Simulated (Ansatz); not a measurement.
# A failed many-body run on InP (F-43m)

What is wrong with this input for InP (F-43m)?

Method: G0W0 on PBE, plane waves, PAW; PAW set soft_1, in Ansatz 0.2.0.

**1. Set-up**

The structure is cubic, space group F-43m (No. 216). Conventional cell: a = 5.869 Å, b = 5.869 Å, c = 5.869 Å, α = 90.00°, β = 90.00°, γ = 90.00°. Nearest to In lie 4 P at 2.54 Å. P has 4 In at 2.54 Å nearest. Farther neighbours are not listed.

The cell and positions come from the Crystallography Open Database and are kept as given unless a step says otherwise.

**2. First try**

input.yaml

```yaml
crystal:
  lattice:
    - [0.0, 2.93435, 2.93435]
    - [2.93435, 0.0, 2.93435]
    - [2.93435, 2.93435, 0.0]
  atoms:
    - { symbol: In, position: [0.0, 0.0, 0.0] }
    - { symbol: P, position: [0.25, 0.25, 0.25] }
kpoints:
  mp_grid: { grid: [1, 1, 1] }
hamiltonian:
  xc: pbe
  pseudopotentials: { kind: paw, azcp: { folder: soft_1 } }
scf:
  occupations: { method: fixed }
gw:
  n_empty_bands: 82
  ecut_chi: 80
  qp_bands: [v2, c2]
  qp_kpoints: band_edges
  screening: { model: contour_deformation }
```

Launch:

```console
$ ansatz run input.yaml --threads 3 --pin off --max-ram 92160MiB --backend cuda --events-out ev --progress --plain --runs-dir out --devices 1 --max-vram 13GiB
```

Numbers of over 12 decimals in the logs are rounded to 6 here.

Output:

```text
GPUs: using 1 of 1 available (devices: 1).
Engine: ansatz 0.2.0, x86_64-unknown-linux-gnu
Pseudopotentials: kind: paw
Pseudopotential: In, paw, valence charge 13, recommended cutoff 420 eV (normal), soft_1/In.paw.azcp
Pseudopotential: P, paw, valence charge 5, recommended cutoff 420 eV (normal), soft_1/P.paw.azcp
Functional definition: PBE
  parameter kappa = 0.804
  parameter beta = 0.066725
  exchange = pbe_x(kappa = kappa, mu = beta*pi^2/3)
  correlation = pbe_c(beta = beta)
device memory: the entry about to start is reckoned to put 0.4 GiB on a device that reports 34.2 GiB free (of which the cap on the GPU budget leaves the run 13.0 GiB)
GPU FFT provider: cuFFT
GPU libraries: cuBLAS 13.8.2, cuFFT 12.4.0, cuSOLVER 12.3.4
Crystal: 2 atoms, lattice volume = 50.532 Å³
Basis set: ecut = 420 eV, 965 PW (Γ)
Bands: 13, of which v1, the nominal top of the filled ones, is band 9 counted from 1 (8 counted from 0)
Symmetry: 24 space group operations
Space group: F-43m (ITA 216), of the structure as read, at distance tolerance 3.7e-5 Å
k-points: 1
Non-local potential: In, projectors of the file, l = 0: 2, l = 1: 2, l = 2: 2, l = 3: 1
Non-local potential: P, projectors of the file, l = 0: 2, l = 1: 2, l = 2: 1
PAW form: soft (Blöchl's): semilocal exchange-correlation on the pseudo side does not see the compensation charge
PAW one-centre angular grid: In, 590 points (default); XC on 64 Gauss nodes
PAW one-centre angular grid: P, 110 points (default); XC on 64 Gauss nodes
Initial density: superposition of atomic densities (chi_scale 0.1, normalization cell, long waves kept (reshape's long-wave potential 0.00 eV rms))
Initial wavefunctions: pseudopotential atomic-orbital guess
GPU buffer pool allocated for 27000 grid points (all kernels)
GPU transforms: local potential and band sums: pruned to the plane-wave sphere, on 25×25×25
Functional: x = pbe(κ = 0.804, μ = 0.219515), c = pbe(β = 0.066725)
SCF iter   1: F=—  HF=-6341.663205 eV  |F-HF|=—  |Δ(HF+E_count)|=         —  Δρ=9.31e-2  dr2=8.25e0  ethr=3.10e-3  ⟨swp⟩=5.0  Hψ=71  notcnv=0
preconditioner: auto → none  [insulator: Δε(μ)=0.973 eV  Ē_g=12.276 eV  n_scr=14 (ndim 8)  ℏωp=22.2 eV  f_vac=0.000  ε∞_Penn≈4.3]
SCF iter   2: F=—  HF=-6339.137987 eV  |F-HF|=—  |Δ(HF+E_count)|=    2.53e0  Δρ=4.47e-2  dr2=8.38e-1  ethr=3.10e-3  ⟨swp⟩=4.0  Hψ=40  notcnv=0
SCF iter   3: F=—  HF=-6339.032985 eV  |F-HF|=—  |Δ(HF+E_count)|=   1.05e-1  Δρ=1.71e-2  dr2=1.28e-1  ethr=3.10e-3  ⟨swp⟩=4.0  Hψ=27  notcnv=0
SCF iter   4: F=—  HF=-6339.043142 eV  |F-HF|=—  |Δ(HF+E_count)|=   1.02e-2  Δρ=7.30e-3  dr2=2.01e-2  ethr=7.10e-4  ⟨swp⟩=3.0  Hψ=23  notcnv=0
SCF iter   5: F=—  HF=-6339.043490 eV  |F-HF|=—  |Δ(HF+E_count)|=   3.48e-4  Δρ=1.19e-3  dr2=5.18e-4  ethr=1.11e-4  ⟨swp⟩=3.0  Hψ=26  notcnv=0
SCF iter   6: F=—  HF=-6339.043670 eV  |F-HF|=—  |Δ(HF+E_count)|=   1.79e-4  Δρ=1.58e-4  dr2=9.10e-6  ethr=2.88e-6  ⟨swp⟩=3.0  Hψ=26  notcnv=0
SCF iter   7: F=—  HF=-6339.043680 eV  |F-HF|=—  |Δ(HF+E_count)|=   1.05e-5  Δρ=1.42e-5  dr2=1.32e-7  ethr=5.06e-8  ⟨swp⟩=2.0  Hψ=17  notcnv=0
SCF iter   8: F=-6339.043680 eV  HF=-6339.043680 eV  |F-HF|=4.06e-9  |Δ(HF+E_count)|=   5.06e-8  Δρ=2.53e-6  dr2=6.56e-9  ethr=5.56e-10  ⟨swp⟩=5.0  Hψ=63  notcnv=0
SCF 1 converged in 8 iterations: F = -6339.043680 eV  dr2 = 6.56e-9
[...]
device memory: the entry about to start is reckoned to put 0.4 GiB on a device that reports 33.7 GiB free (of which the cap on the GPU budget leaves the run 13.0 GiB)
NSCF: frozen V_eff on 1 k-points
[...]
device memory: the entry about to start is reckoned to put 0.5 GiB on a device that reports 33.7 GiB free (of which the cap on the GPU budget leaves the run 13.0 GiB)
NSCF: frozen V_eff on 1 k-points
G₀W₀ screening: q 1/1
G₀W₀ self-energy: k 1/1
device memory: the entry about to start is reckoned to put 0.3 GiB on a device that reports 40.3 GiB free (of which the cap on the GPU budget leaves the run 13.0 GiB)
NSCF: frozen V_eff on 1 k-points
device memory: the entry about to start is reckoned to put 0.3 GiB on a device that reports 40.3 GiB free (of which the cap on the GPU budget leaves the run 13.0 GiB)
NSCF: frozen V_eff on 1 k-points
device memory: the entry about to start is reckoned to put 0.3 GiB on a device that reports 40.8 GiB free (of which the cap on the GPU budget leaves the run 13.0 GiB)
NSCF: frozen V_eff on 1 k-points
device memory: the entry about to start is reckoned to put 0.3 GiB on a device that reports 40.8 GiB free (of which the cap on the GPU budget leaves the run 13.0 GiB)
NSCF: frozen V_eff on 1 k-points
device memory: the entry about to start is reckoned to put 0.3 GiB on a device that reports 40.8 GiB free (of which the cap on the GPU budget leaves the run 13.0 GiB)
NSCF: frozen V_eff on 1 k-points
SCF converged after 8 iterations
Free energy (F): -6339.043680 eV
Harris-Foulkes:  -6339.043680 eV  (|F-HF|=4.06e-9)
Internal energy: -6339.043680 eV  (E = F + TS)
E sigma→0 (E₀):  -6339.043680 eV
Fermi energy:    8.493824 eV
--- Per-component energies (eV) ---
  E_band       = -30.868200
  E_kinetic    = 310.500934
  E_local      = -1346.471641  (includes V_loc(G=0)·N_el)
  E_nonlocal   = 363.402610
  E_hartree    = 544.028397
  E_xc         = -215.843628
  E_vxc        = -150.760893  (∫ρ·V_xc dr)
  E_paw        = -4775.553845  (= ΣΔE_a)
  E_vpaw       = -295.597513  (= ΣTr[D̂ρ^β])
  E_aug_tail   = 0.000153  (compensation charges beyond the density's cutoff)
  E_ewald      = -1219.106662
  E_smearing   = -0.000000  (= −TS)
  E_closure    = -0.000000  (closes the sum)
  Σ components = -6339.043680   (vs F -6339.043680, Δ=0.00e0)
--- Band table (eV) ---
  k-point 0: bands = [... 5 lower, -3.2623, 8.4938, 8.4938, 8.4938, 8.7212, 11.5337, 11.5337, 11.5337]
--- G₀W₀: contour deformation, 8 samples at zero and on the imaginary axis and 1 off it, 1 q-point, 82 empty bands' worth ---
  eigenvalues of the whole cell's RPA ε∞ on this k-mesh (on a slab, of 1 + 4πα/V) = 8572.3502, 8572.3502, 8572.3502; static W/v taken at q = 0 is 0.000117
  bands read: the sum over 91 bands ends inside a degenerate multiplet in 1 slot, whose members it reads at an even weight; the widest, k=0: bands 91 to 93 (counted from 1) at 1/3 each
  gw.qp_kpoints: band_edges: 1 of 1 stored k-point solved, in 1 pass; an edge of the gap read off the rows below is read off those points alone
    ik  band        ε_KS         Σx   Σc(E_QP)       V_xc       Z   E_QP_lin       E_QP  E_QP is
     0     8      8.4938   -19.9394     4.7932   -14.9436  0.7594     8.2934     8.2912  root
     0     9      8.4938   -19.9394     4.7932   -14.9436  0.7594     8.2934     8.2912  root
     0    10      8.7212    -8.0492    -6.1657   -14.1645  0.6810     8.6704     8.6709  root
     0    11     11.5337    -5.2239    -6.6231   -11.2054  0.8373    10.8967    10.8920  root
```

Run time: 8.1 s. Hardware: 1 × NVIDIA H100 80GB HBM3 (shared by 6 runs) with 3 threads of AMD EPYC 7R13 (Zen 3), shared host; peak memory 1 GiB.

The column dr2 measures how far the density is from self-consistency, as an energy; F and HF (Harris–Foulkes) agree once it is small.

Q: What is the fault?

The run ended normally, though the input holds a fault or crude settings.

The fault: G0W0 on a mesh far too coarse. So few points can't sample the density or the screening, and the band edges may lie elsewhere in the zone.

It printed a gap of 0.38 eV, which is an artefact of the settings.

**3. A better input**

Now the one-shot GW correction: screening in the RPA, then the self-energy of the levels asked for. This step takes PAW set soft_1 files.

Edit input.yaml of step 2 so:

```diff
@@ -9,3 +9,3 @@
 kpoints:
-  mp_grid: { grid: [1, 1, 1] }
+  mp_grid: { grid: [4, 4, 4] }
 hamiltonian:
@@ -16,4 +16,4 @@
 gw:
-  n_empty_bands: 82
-  ecut_chi: 80
+  n_empty_bands: 150
+  ecut_chi: 120
   qp_bands: [v2, c2]
```

Output:

```text
GPUs: using 1 of 1 available (devices: 1).
[...]
GPU FFT provider: cuFFT
GPU libraries: cuBLAS 13.8.2, cuFFT 12.4.0, cuSOLVER 12.3.4
Crystal: 2 atoms, lattice volume = 50.532 Å³
Basis set: ecut = 420 eV, 965 PW (Γ)
Bands: 13, of which v1, the nominal top of the filled ones, is band 9 counted from 1 (8 counted from 0)
Symmetry: 24 space group operations
[...]
k-points: 8 of 64 (time reversal used)
[...]
GPU buffer pool allocated for 27000 grid points (all kernels)
[...]
SCF iter   1: F=—  HF=-6354.195331 eV  |F-HF|=—  |Δ(HF+E_count)|=         —  Δρ=3.59e-2  dr2=9.60e-1  ethr=3.10e-3  ⟨swp⟩=5.0  Hψ=565  notcnv=0  defer=11
[...]
SCF iter   7: F=-6353.944518 eV  HF=-6353.944518 eV  |F-HF|=1.76e-9  |Δ(HF+E_count)|=   8.17e-8  Δρ=2.67e-6  dr2=3.45e-9  ethr=5.56e-10  ⟨swp⟩=6.1  Hψ=511  notcnv=0
SCF 1 converged in 7 iterations: F = -6353.944518 eV  dr2 = 3.45e-9
[...]
0     8      7.0244   -16.9005     1.4222   -15.0680  0.7331     6.6051     6.6141  root
     0     9      7.0244   -16.9005     1.4222   -15.0680  0.7331     6.6051     6.6141  root
     0    10      7.7032    -9.9811    -4.0022   -14.0723  0.7533     7.7926     7.7923  root
     0    11     11.0824    -7.0394    -4.4189   -11.5529  0.7453    11.1774    11.1770  root
     1     8      6.4669   -16.4446     1.5758   -14.4281  0.7310     6.0150     6.0262  root
     1     9      6.4669   -16.4446     1.5758   -14.4281  0.7310     6.0150     6.0262  root
     1    10      8.7915    -8.8168    -4.1024   -12.9997  0.7523     8.8723     8.8721  root
     1    11     11.7822    -7.0653    -4.6248   -11.7924  0.7407    11.8849    11.8845  root
[...]
7     8      4.0771   -15.3071     2.4184   -12.3513  0.6999     3.5199     3.5395  root
     7     9      4.1163   -14.6256     2.2815   -11.8208  0.7029     3.5715     3.5929  root
     7    10     11.2988    -6.9539    -4.3167   -11.2150  0.7400    11.2432    11.2430  root
     7    11     11.3753    -9.0184    -4.9426   -14.1990  0.7165    11.6160    11.6133  root
[key lines of the parts left out:]
SCF converged after 7 iterations
Free energy (F): -6353.944518 eV
Fermi energy:    7.024351 eV
```

It took 11 s on 1 × NVIDIA H100 80GB HBM3 (shared by 6 runs) with 3 threads; peak memory 1.1 GiB; 9.8 s of CPU time.

Numbers from this step:

| Item | Value |
| --- | --- |
| bands summed | 159 |
| RPA ε∞ on this mesh (eigenvalues) | 47.15, 47.15, 47.15 |
| plane waves in the screening matrix | 169 |
| q-points in the mesh | 64 |
| G0W0 gap on the mesh | 1.178 eV |
| k of the valence top | 0, 0, 0 |
| k of the conduction bottom | 0, 0, 0 |
| starting gap on the mesh | 0.6788 eV |
| Z at the valence top | 0.7331 |
| Z at the conduction bottom | 0.7533 |
| least direct G0W0 gap on the computed points | 1.178 eV |

The gap on the mesh goes from 0.68 eV to 1.18 eV, a correction of +0.50 eV. Between the two edge states, bare exchange in place of the xc potential would open the gap by 5.92 eV, and correlation takes back 5.42 eV.

**4. What came out**

```json
{
 "first try": "converged after 8.1 s",
 "better run": "G0W0 gap on the mesh 1.18 eV (4×4×4 mesh, 150 empty bands, screening to 120 eV, PAW set soft_1 files)"
}
```

The second run differs in: mesh, empty bands and screening cutoff (eV). Bands and cutoff are finite, so the gap is not at the basis limit. The miss can reach some tenths of an eV and take either sign; the mesh is an error of its own. The 4×4×4 mesh is coarse for this cell (its supercell is 17 Å along the shortest edge). The RPA ε∞ on it, from the PBE start, is 47.15; such meshes misread the long-range screening, most where the gap is narrow. The RPA ε∞ on this mesh reaches over 25; with a narrow direct gap a coarse mesh can overstate it, and the correction is then too small. The many-body steps are scalar-relativistic: spin-orbit coupling is not in them.

[Paths, hosts, dates, memory and timing lines, banners, echoed tables and standing remarks are left out of the program output.]

[Logs are printed without paths, hosts, clocks, repeated set-up lines and the standing remarks that a program may print on its own settings, such as how far it seeks lower states.]

[Runs of the session that timed out or met a known fault of the program may be left out.]

[Cells called generated may have been cut or substituted from an entry of the Crystallography Open Database or the Materials Project.]

[Hosts, paths, dates, database ids (printed as entryN), source tags and the programs' standing remarks are cut or masked in the printed files.]
